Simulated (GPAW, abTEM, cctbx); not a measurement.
# Mg5ZrAlZn: the scripts behind a bonding study

Short scripts, each with its output. The start was made by putting kin elements into a known structure type; the compound need not exist, or be stable, in this form.

## 1. Build the all-electron density and subtract free atoms

```text
cell
1.0
     4.984919210    0.000000000    0.000000000
     0.000000000   -6.012547630    0.000000000
     0.000000000    3.006273815   -5.581439470
Zr Zn Al Mg
1 1 1 5
Direct
0.500000000 0.325188260 0.650376520
0.000000000 0.677522730 0.355045460
0.500000000 0.826901920 0.653803840
0.000000000 0.168237090 0.336474180
0.000000000 0.664525340 0.831133280
0.000000000 0.166607940 0.831133280
0.500000000 0.824620770 0.158883700
0.500000000 0.334262930 0.158883700
```

```python
import numpy as np
from ase.io import read
from ase.units import Bohr
from gpaw import GPAW, PW, FermiDirac
from gpaw.calculator import GPAW as OldGPAW
from gpaw.mpi import serial_comm, world
from scipy.special import erfc
from scipy.spatial import cKDTree

atoms = read("cell.vasp")
atoms.calc = GPAW(mode=PW(450), xc="PBE", kpts={"size": (5, 5, 5), "gamma": True},
                 occupations=FermiDirac(0.1), maxiter=120, symmetry={"tolerance": 1e-5}, txt="scf.txt")
atoms.get_potential_energy()
rho = atoms.calc.get_all_electron_density(gridrefinement=2)
moments = atoms.get_magnetic_moments() if atoms.calc.get_number_of_spins() == 2 else np.zeros(len(atoms))
total = atoms.get_magnetic_moment() if moments.any() else 0.0
if world.rank == 0:
    free = OldGPAW(mode=PW(450), xc="PBE", txt=None, communicator=serial_comm)
    neutral = atoms.copy()
    neutral.set_initial_magnetic_moments(None)
    free.initialize(neutral)
    free.set_positions(neutral)
    drho = rho - free.get_all_electron_density(gridrefinement=2)
    # GPAW starts from confined atoms: exchange their smooth part for that of the datasets' free atoms
    h = np.stack(np.meshgrid(*[np.fft.fftfreq(n, 1 / n) for n in drho.shape], indexing="ij"), -1)
    gabs = np.linalg.norm(h @ atoms.cell.reciprocal(), axis=-1)
    tails = np.fft.fftn(free.get_pseudo_density(gridrefinement=2))
    g, form, v0 = np.linspace(0, gabs.max(), 1500), {}, 0
    for e in set(atoms.symbols):
        idx = atoms.symbols.search(e)
        d = free.setups[idx[0]].data
        r, w = d.rgd.r_g * Bohr, d.rgd.r_g**2 * d.rgd.dr_g
        j0 = np.sinc(2 * g[:, None] * r)
        smooth = sum(f * p**2 for f, p in zip(d.f_j, d.phit_jg)) + np.sqrt(4 * np.pi) * d.nct_g
        full = sum(f * p**2 for f, p in zip(d.f_j, d.phi_jg)) + np.sqrt(4 * np.pi) * d.nc_g
        phase = sum(np.exp(-2j * np.pi * h @ s) for s in atoms.get_scaled_positions()[idx])
        tails -= np.interp(gabs, g, j0 @ (smooth * w)) * phase * drho.size / atoms.get_volume()
        form[e] = j0 @ (full * w)
        v0 += 2 * np.pi / 3 * 14.3996 * (full * w * r**2).sum() * len(idx)  # V A^3
    tails *= 0.5 * erfc((gabs - 1.8) / 0.25)  # the tails differ at long wavelengths alone
    drho += np.fft.ifftn(tails).real  # crystal minus superposed spherical free atoms
    np.save("drho.npy", drho)
    dv = atoms.get_volume() / drho.size
    print("grid", drho.shape, " electrons %.3f" % (rho.sum() * dv), " moved by bonding %.3f e" % (abs(drho).sum() * dv / 2))
    pts = np.indices(drho.shape).reshape(3, -1).T / drho.shape @ atoms.cell
    shifts = (np.indices((3, 3, 3)).reshape(3, -1).T - 1) @ atoms.cell
    images = (atoms.positions[None] + shifts[:, None]).reshape(-1, 3)
    dist, idx = cKDTree(images).query(pts, k=4)
    out = drho.ravel()[dist[:, 0] > 0.5]
    print("deformation density beyond 0.5 A of the nuclei: max %.3f, min %.3f e/A^3" % (out.max(), out.min()))
    tie = dist < dist[:, :1] + 1e-4
    q = -np.bincount((idx % len(atoms))[tie], (drho.ravel()[:, None] / tie.sum(1, keepdims=True) * tie)[tie], len(atoms)) * dv
    print("atom        x       y       z   Voronoi charge  moment")
    for a, s, c, m in zip(atoms, atoms.get_scaled_positions(), q, moments):
        print("%-2s%-3d %7.4f %7.4f %7.4f %10.3f %10.2f" % (a.symbol, a.index + 1, *s, c, m))
    np.savez("free.npz", g=g, **form)
    print("mean inner potential of superposed free atoms %.3f V" % (v0 / atoms.get_volume()))
    print("total magnetic moment %.3f muB" % total)
```

```console
$ OMP_NUM_THREADS=1 mpirun -n 4 gpaw python run.py > gpaw.log
```

```text
gpts.py:43: UserWarning: Initial realspace grid (25,30,32) inconsistent with symmetries.
gpts.py:43: UserWarning: Initial realspace grid (25,30,32) inconsistent with symmetries.
gpts.py:43: UserWarning: Initial realspace grid (25,30,32) inconsistent with symmetries.
gpts.py:43: UserWarning: Initial realspace grid (25,30,32) inconsistent with symmetries.
gpts.py:70: UserWarning: Using symmetrized grid: (25,32,32).
gpts.py:70: UserWarning: Using symmetrized grid: (25,32,32).
gpts.py:70: UserWarning: Using symmetrized grid: (25,32,32).
gpts.py:70: UserWarning: Using symmetrized grid: (25,32,32).
grid (50, 64, 64)  electrons 143.000  moved by bonding 1.160 e
deformation density beyond 0.5 A of the nuclei: max 0.048, min -0.066 e/A^3
atom        x       y       z   Voronoi charge  moment
Zr1    0.5000  0.3252  0.6504     -0.083       0.00
Zn2    0.0000  0.6775  0.3550      0.058       0.00
Al3    0.5000  0.8269  0.6538     -0.162       0.00
Mg4    0.0000  0.1682  0.3365      0.021       0.00
Mg5    0.0000  0.6645  0.8311      0.050       0.00
Mg6    0.0000  0.1666  0.8311      0.050       0.00
Mg7    0.5000  0.8246  0.1589      0.033       0.00
Mg8    0.5000  0.3343  0.1589      0.033       0.00
mean inner potential of superposed free atoms 13.788 V
total magnetic moment 0.000 muB
```

Time: 30 s on 4 cores of Arm Neoverse V2 (shared host), peak memory 1 GiB.

## 2. Fourier-transform the difference

```python
from cctbx import adptbx, crystal, miller, xray
from cctbx.eltbx import tiny_pse
import numpy as np

cs = crystal.symmetry(unit_cell=(4.9849, 6.0125, 11.1629, 90, 90, 90), space_group_symbol='Hall: A 2 -2')  # Amm2
atoms = [  # label, site, U (iso, or U11 U22 U33 U12 U13 U23 in A^2), occupancy
    ("Zr1", (0.5, 0.5, 0.17481), 0.0000, 1),
    ("Zn1", (0, 0, 0.32248), 0.0000, 1),
    ("Al1", (0.5, 0, 0.1731), 0.0000, 1),
    ("Mg1", (0, 0.5, 0.33176), 0.0000, 1),
    ("Mg2", (0, 0.25104, 0.08443), 0.0000, 1),
    ("Mg3", (0.5, 0.75482, 0.42056), 0.0000, 1),
]
xs = xray.structure(crystal_symmetry=cs)
for label, site, u, occ in atoms:
    u = adptbx.u_cif_as_u_star(cs.unit_cell(), u) if isinstance(u, tuple) else u
    xs.add_scatterer(xray.scatterer(label, site=site, u=u, occupancy=occ))
xs.scattering_type_registry(table="wk1995")
drho = np.load("drho.npy")
T = np.array([[1, 0, 0], [0, -1, 0], [0, -1, -2]])  # conventional axes in terms of the primitive ones
dF = np.fft.ifftn(drho) * 334.57452  # electrons a conventional cell, indexed by primitive hkl
ms = miller.build_set(cs, anomalous_flag=False, d_min=0.9).sort("resolution")
iam = ms.structure_factors_from_scatterers(xs, algorithm="direct").f_calc()
p1 = xs.expand_to_p1()
z = np.array([tiny_pse.table(sc.scattering_type).atomic_number() for sc in p1.scatterers()])
x = np.array(p1.sites_frac())
free = np.load("free.npz")
print("static structure factors of the conventional cell: F in electrons, V (Mott-Bethe) in volts")
print("   h  k  l      d  |F| table  |F| free   |F| DFT   change   |V| free  |V| DFT  change %")
for h, d, table in list(zip(ms.indices(), ms.d_spacings().data(), iam.data()))[:16]:
    df = dF[tuple(np.rint(np.linalg.solve(T, h)).astype(int))]
    phase = np.exp(2j * np.pi * x @ h)
    f = sum(np.interp(1 / d, free["g"], free[sc.scattering_type]) * p for sc, p in zip(p1.scatterers(), phase))
    fz = (z * phase).sum()
    c = 14.3996 * d * d / (np.pi * cs.unit_cell().volume())
    v0, v1 = abs(fz - f) * c, abs(fz - f - df) * c
    print("%4d%3d%3d %7.4f %9.3f %9.3f %9.3f %8.3f %9.3f %8.3f %8s" % (h + (d, abs(table), abs(f), abs(f + df), abs(f + df) - abs(f), v0, v1, "%.1f" % (100 * (v1 / v0 - 1)) if v0 > 0.02 else "-")))
```

```console
$ python run.py
```

```text
static structure factors of the conventional cell: F in electrons, V (Mott-Bethe) in volts
   h  k  l      d  |F| table  |F| free   |F| DFT   change   |V| free  |V| DFT  change %
   0  0  2  5.5815    60.499    60.476    61.013    0.537     1.856    1.574    -15.2
   0  1  1  5.2935    40.512    40.529    40.755    0.226     1.085    0.958    -11.7
   1  0  0  4.9849    18.357    18.362    19.215    0.853     1.238    0.948    -23.4
   1  0  2  3.7179    65.366    65.341    65.612    0.272     1.409    1.354     -4.0
   1  1  1  3.6291    73.516    73.490    73.434   -0.056     1.379    1.391      0.9
   0  1  3  3.1641    78.009    77.935    77.557   -0.377     1.369    1.421      3.8
   0  2  0  3.0062    81.037    80.986    80.847   -0.139     1.623    1.640      1.1
   0  0  4  2.7907    83.405    83.414    83.145   -0.269     2.625    2.655      1.2
   1  1  3  2.6714    22.983    22.989    22.724   -0.265     0.588    0.617      5.0
   0  2  2  2.6467   124.561   124.469   123.763   -0.706     3.516    3.585      2.0
   1  2  0  2.5743    15.212    15.338    15.019   -0.318     0.612    0.641      4.7
   2  0  0  2.4924   216.780   216.492   215.414   -1.078     5.916    6.007      1.6
   1  0  4  2.4351   199.188   198.881   197.821   -1.059     5.312    5.398      1.6
   1  2  2  2.3377   175.572   175.252   174.207   -1.045     4.609    4.687      1.7
   2  0  2  2.2758    50.374    50.304    50.401    0.097     1.023    1.014     -0.8
   2  1  1  2.2550    34.578    34.506    34.648    0.142     0.602    0.590     -2.0
```

Time: 0.33 s on 1 core of Arm Neoverse V2 (shared host), peak memory 0.08 GiB.

## 3. Propagate a plane wave with and without the bonding term

```python
import abtem
import numpy as np
from ase.build import make_supercell
from ase.io import read

abtem.config.set({"dask.lazy": False, "fft": "fftw", "diagnostics.progress_bar": False})
M = [[0, -1, 0], [0, -1, -2], [1, 0, 0]]  # rows: x, y and beam direction in the primitive cell's axes
unit = make_supercell(read("cell.vasp"), M)
unit.set_cell(list(unit.cell.lengths()) + [90, 90, 90], scale_atoms=True)
unit.positions[:, 2] += 0.6231  # keeps atomic planes off the slice boundaries
unit.wrap()
slab = unit * (1, 1, 77)
print(slab.get_chemical_formula(), "| box %.2f x %.2f x %.2f A" % tuple(slab.cell.lengths()))

# change of the potential by bonding, from the DFT deformation density (Poisson's equation term by term)
drho = np.load("drho.npy")
prim = read("cell.vasp")
h = np.stack(np.meshgrid(*[np.fft.fftfreq(n, 1 / n) for n in drho.shape], indexing="ij"), -1).reshape(-1, 3).astype(int)
g2 = ((h @ prim.cell.reciprocal()) ** 2).sum(1)
keep = (g2 > 0) & (g2 < 2.5**2)
shape = (172, 319, 28)
vg = np.zeros(shape, complex)
hm = h[keep] @ np.array(M).T
move = np.exp(-2j * np.pi * hm[:, 2] * (0.6231 / unit.cell[2, 2] - 0.5 / shape[2]))  # the same shift, sampled at mid-points
vg[tuple(hm.T % np.array(shape)[:, None])] = -14.3996 / np.pi * (np.fft.fftn(drho).ravel() / drho.size)[keep] / g2[keep] * move
dV = np.fft.ifftn(vg).real * vg.size
dV = dV.reshape(172, 319, 4, 7).mean(3) * unit.cell[2, 2] / 4  # V A, projected in each slice
dV = np.tile(dV.transpose(2, 0, 1), (77, 1, 1))


def build(atoms):
    p = abtem.Potential(atoms, gpts=(172, 319), slice_thickness=[slab.cell[2, 2] / 308] * 308,
                        parametrization="lobato", projection="infinite", exit_planes=28).build()
    p.array[:] += BONDING * dV
    return p


def potentials():
    yield build(slab)  # atoms at rest


for label, BONDING in (("IAM", 0.0), ("DFT", 1.0)):
    print("=====", label)
    potential = build(slab)
    print("grid", potential.gpts, "slices", potential.num_slices)
    thickness = potential.exit_thicknesses
    wave = abtem.PlaneWave(energy=200000)
    dp = np.mean([wave.multislice(p).diffraction_patterns(max_angle="valid").array for p in potentials()], axis=0)
    hkl = [(0, 0, 0), (0, 0, 2), (0, 1, 1), (0, 1, 3), (0, 2, 0), (0, 2, 2), (0, 3, 1)]
    nx, ny = dp.shape[-2:]
    print("intensity of each beam, fraction of the incident wave")
    print("  t (A)" + "".join("%9s" % " ".join(map(str, h)) for h in hkl) + "  diffuse    total")
    grid = np.zeros((nx, ny), bool)
    grid[nx // 2 % 1::1, ny // 2 % 1::1] = True
    for t, a in list(zip(thickness, dp))[1:]:
        idx = [np.rint(np.array(M) @ np.linalg.solve([[1, 0, 0], [0, -1, 0], [0, -1, -2]], h)).astype(int) for h in hkl]
        print("%7.1f" % t + "".join("%9.5f" % a[nx // 2 + i[0] * 1, ny // 2 + i[1] * 1] for i in idx) + "%9.4f%9.4f" % (a[~grid].sum(), a.sum()))
```

```console
$ python run.py
```

```text
Al154Mg770Zn154Zr154 | box 6.01 x 11.16 x 383.84 A
===== IAM
grid (172, 319) slices 308
intensity of each beam, fraction of the incident wave
  t (A)    0 0 0    0 0 2    0 1 1    0 1 3    0 2 0    0 2 2    0 3 1  diffuse    total
   34.9  0.85418  0.00170  0.00048  0.00160  0.00179  0.00510  0.00047   0.0000   0.9992
   69.8  0.62520  0.00246  0.00379  0.00823  0.00738  0.01501  0.00401   0.0000   0.9971
  104.7  0.45747  0.00287  0.01490  0.01607  0.01256  0.04033  0.00730   0.0000   0.9948
  139.6  0.29687  0.00880  0.02360  0.02052  0.01718  0.06699  0.00431   0.0000   0.9934
  174.5  0.15919  0.01612  0.02326  0.02907  0.02809  0.06418  0.00148   0.0000   0.9918
  209.4  0.09512  0.01873  0.02662  0.03516  0.03261  0.06533  0.00067   0.0000   0.9901
  244.3  0.10238  0.01812  0.02997  0.02513  0.02247  0.07945  0.00001   0.0000   0.9885
  279.2  0.17241  0.02245  0.02488  0.01301  0.01718  0.07124  0.00053   0.0000   0.9867
  314.0  0.28282  0.03376  0.02562  0.01061  0.02094  0.05334  0.00030   0.0000   0.9848
  348.9  0.40071  0.04132  0.03650  0.00844  0.01888  0.03528  0.00206   0.0000   0.9838
  383.8  0.51786  0.05111  0.03662  0.00401  0.01428  0.01242  0.00393   0.0000   0.9828
===== DFT
grid (172, 319) slices 308
intensity of each beam, fraction of the incident wave
  t (A)    0 0 0    0 0 2    0 1 1    0 1 3    0 2 0    0 2 2    0 3 1  diffuse    total
   34.9  0.85391  0.00125  0.00049  0.00160  0.00178  0.00539  0.00047   0.0000   0.9992
   69.8  0.62158  0.00198  0.00442  0.00803  0.00722  0.01536  0.00401   0.0000   0.9971
  104.7  0.45155  0.00206  0.01621  0.01616  0.01250  0.03876  0.00740   0.0000   0.9948
  139.6  0.29300  0.00713  0.02471  0.02091  0.01662  0.06279  0.00439   0.0000   0.9934
  174.5  0.15592  0.01560  0.02320  0.02880  0.02620  0.05830  0.00134   0.0000   0.9919
  209.4  0.09020  0.01943  0.02507  0.03516  0.03146  0.05677  0.00066   0.0000   0.9902
  244.3  0.09824  0.01736  0.02851  0.02607  0.02268  0.06964  0.00000   0.0000   0.9886
  279.2  0.17558  0.01780  0.02526  0.01408  0.01692  0.06192  0.00039   0.0000   0.9868
  314.0  0.29734  0.02469  0.02732  0.01231  0.02138  0.04302  0.00035   0.0000   0.9849
  348.9  0.41857  0.02996  0.03867  0.01040  0.02075  0.02628  0.00246   0.0000   0.9840
  383.8  0.53274  0.03587  0.03910  0.00462  0.01491  0.00873  0.00487   0.0000   0.9831
```

Time: 16 s.

## 4. Rock the beam across one reflection

```python
import abtem
import numpy as np
from ase.build import make_supercell
from ase.io import read

abtem.config.set({"dask.lazy": False, "fft": "fftw", "diagnostics.progress_bar": False})
M = [[0, -1, 0], [0, -1, -2], [1, 0, 0]]  # rows: x, y and beam direction in the primitive cell's axes
unit = make_supercell(read("cell.vasp"), M)
unit.set_cell(list(unit.cell.lengths()) + [90, 90, 90], scale_atoms=True)
unit.positions[:, 2] += 1.2462  # keeps atomic planes off the slice boundaries
unit.wrap()
slab = unit * (1, 1, 100)
print(slab.get_chemical_formula(), "| box %.2f x %.2f x %.2f A" % tuple(slab.cell.lengths()))

# change of the potential by bonding, from the DFT deformation density (Poisson's equation term by term)
drho = np.load("drho.npy")
prim = read("cell.vasp")
h = np.stack(np.meshgrid(*[np.fft.fftfreq(n, 1 / n) for n in drho.shape], indexing="ij"), -1).reshape(-1, 3).astype(int)
g2 = ((h @ prim.cell.reciprocal()) ** 2).sum(1)
keep = (g2 > 0) & (g2 < 2.5**2)
shape = (134, 249, 28)
vg = np.zeros(shape, complex)
hm = h[keep] @ np.array(M).T
move = np.exp(-2j * np.pi * hm[:, 2] * (1.2462 / unit.cell[2, 2] - 0.5 / shape[2]))  # the same shift, sampled at mid-points
vg[tuple(hm.T % np.array(shape)[:, None])] = -14.3996 / np.pi * (np.fft.fftn(drho).ravel() / drho.size)[keep] / g2[keep] * move
dV = np.fft.ifftn(vg).real * vg.size
dV = dV.reshape(134, 249, 2, 14).mean(3) * unit.cell[2, 2] / 2  # V A, projected in each slice
dV = np.tile(dV.transpose(2, 0, 1), (100, 1, 1))


def build(atoms):
    p = abtem.Potential(atoms, gpts=(134, 249), slice_thickness=[slab.cell[2, 2] / 200] * 200,
                        parametrization="lobato", projection="infinite", exit_planes=50).build()
    p.array[:] += BONDING * dV
    return p


def potentials():
    yield build(slab)  # atoms at rest


for label, BONDING in (("IAM", 0.0), ("DFT", 1.0)):
    print("=====", label)
    potential = build(slab)
    print("grid", potential.gpts, "slices", potential.num_slices)
    thickness = potential.exit_thicknesses
    h = np.array(M) @ np.linalg.solve(np.array([[1, 0, 0], [0, -1, 0], [0, -1, -2]]), [0, 0, 2])
    ix, iy = round(h[0]) * 1, round(h[1]) * 1
    gxy = h[:2] / unit.cell.lengths()[:2]
    along = gxy / np.hypot(*gxy)
    across = np.array([-along[1], along[0]])
    bragg = 500 * abtem.PlaneWave(energy=200000).wavelength * np.hypot(*gxy)
    print("Bragg angle %.3f mrad; beam tilted 37 mrad off the zone axis across the row" % bragg)
    print("dark-field intensity of 0 0 2 against tilt along the row, in Bragg angles")
    print("  t (A)" + "".join("%8.2f" % s for s in [0.2, 0.4, 0.6, 0.8, 1.0, 1.2, 1.4, 1.6, 1.8, 2.0, 2.2, 2.4, 2.6]))
    rows = []
    row = [(n * ix, n * iy) for n in range(-8, 9)]
    for s in [0.2, 0.4, 0.6, 0.8, 1.0, 1.2, 1.4, 1.6, 1.8, 2.0, 2.2, 2.4, 2.6]:
        tilt = -s * bragg * along + 37 * across
        dp = abtem.PlaneWave(energy=200000, tilt=tuple(tilt)).multislice(potential).diffraction_patterns(max_angle="valid").array
        rows.append(dp[:, dp.shape[1] // 2 + ix, dp.shape[2] // 2 + iy])
        if s == 1.0:
            cx, cy = dp.shape[1] // 2, dp.shape[2] // 2
            share = sum(dp[:, cx + i, cy + j] for i, j in row if abs(i) < cx and abs(j) < cy) / dp.sum(axis=(1, 2))
            total = dp.sum(axis=(1, 2))
    for t, a in list(zip(thickness, np.array(rows).T))[1:]:
        print("%7.1f" % t + "".join("%8.4f" % v for v in a))
    print("at the Bragg tilt, share in the row:", share[1:].round(3).tolist(), "total:", total[1:].round(3).tolist())
```

```console
$ python run.py
```

```text
Al200Mg1000Zn200Zr200 | box 6.01 x 11.16 x 498.49 A
===== IAM
grid (134, 249) slices 200
Bragg angle 2.247 mrad; beam tilted 37 mrad off the zone axis across the row
dark-field intensity of 0 0 2 against tilt along the row, in Bragg angles
  t (A)    0.20    0.40    0.60    0.80    1.00    1.20    1.40    1.60    1.80    2.00    2.20    2.40    2.60
  124.6  0.0172  0.0173  0.0173  0.0174  0.0174  0.0174  0.0174  0.0173  0.0172  0.0171  0.0169  0.0168  0.0166
  249.2  0.0430  0.0423  0.0415  0.0410  0.0408  0.0411  0.0418  0.0427  0.0437  0.0443  0.0444  0.0438  0.0421
  373.9  0.0680  0.0673  0.0678  0.0682  0.0682  0.0678  0.0673  0.0671  0.0684  0.0698  0.0690  0.0660  0.0594
  498.5  0.0886  0.0975  0.1116  0.1274  0.1350  0.1251  0.1084  0.0948  0.0873  0.0811  0.0683  0.0551  0.0397
at the Bragg tilt, share in the row: [0.921999990940094, 0.871999979019165, 0.8109999895095825, 0.7020000219345093] total: [0.9990000128746033, 0.9980000257492065, 0.9959999918937683, 0.9940000176429749]
===== DFT
grid (134, 249) slices 200
Bragg angle 2.247 mrad; beam tilted 37 mrad off the zone axis across the row
dark-field intensity of 0 0 2 against tilt along the row, in Bragg angles
  t (A)    0.20    0.40    0.60    0.80    1.00    1.20    1.40    1.60    1.80    2.00    2.20    2.40    2.60
  124.6  0.0123  0.0124  0.0124  0.0125  0.0125  0.0125  0.0125  0.0124  0.0123  0.0122  0.0121  0.0120  0.0118
  249.2  0.0307  0.0300  0.0293  0.0288  0.0287  0.0290  0.0296  0.0305  0.0314  0.0319  0.0320  0.0316  0.0302
  373.9  0.0467  0.0446  0.0439  0.0435  0.0434  0.0434  0.0438  0.0449  0.0475  0.0501  0.0506  0.0491  0.0441
  498.5  0.0587  0.0608  0.0688  0.0795  0.0849  0.0778  0.0667  0.0594  0.0585  0.0594  0.0541  0.0462  0.0335
at the Bragg tilt, share in the row: [0.921999990940094, 0.875, 0.8190000057220459, 0.7160000205039978] total: [0.9990000128746033, 0.9980000257492065, 0.9959999918937683, 0.9940000176429749]
```

Time: 37 s.

[Outputs are excerpts: Python notices, other lines and further rows are left out; steps that failed or that the build refused (PBEsol, TPSS) are not shown.]

[Logs are printed without paths, hosts, clocks, repeated set-up lines and the standing remarks that a program may print on its own settings, such as how far it seeks lower states.]
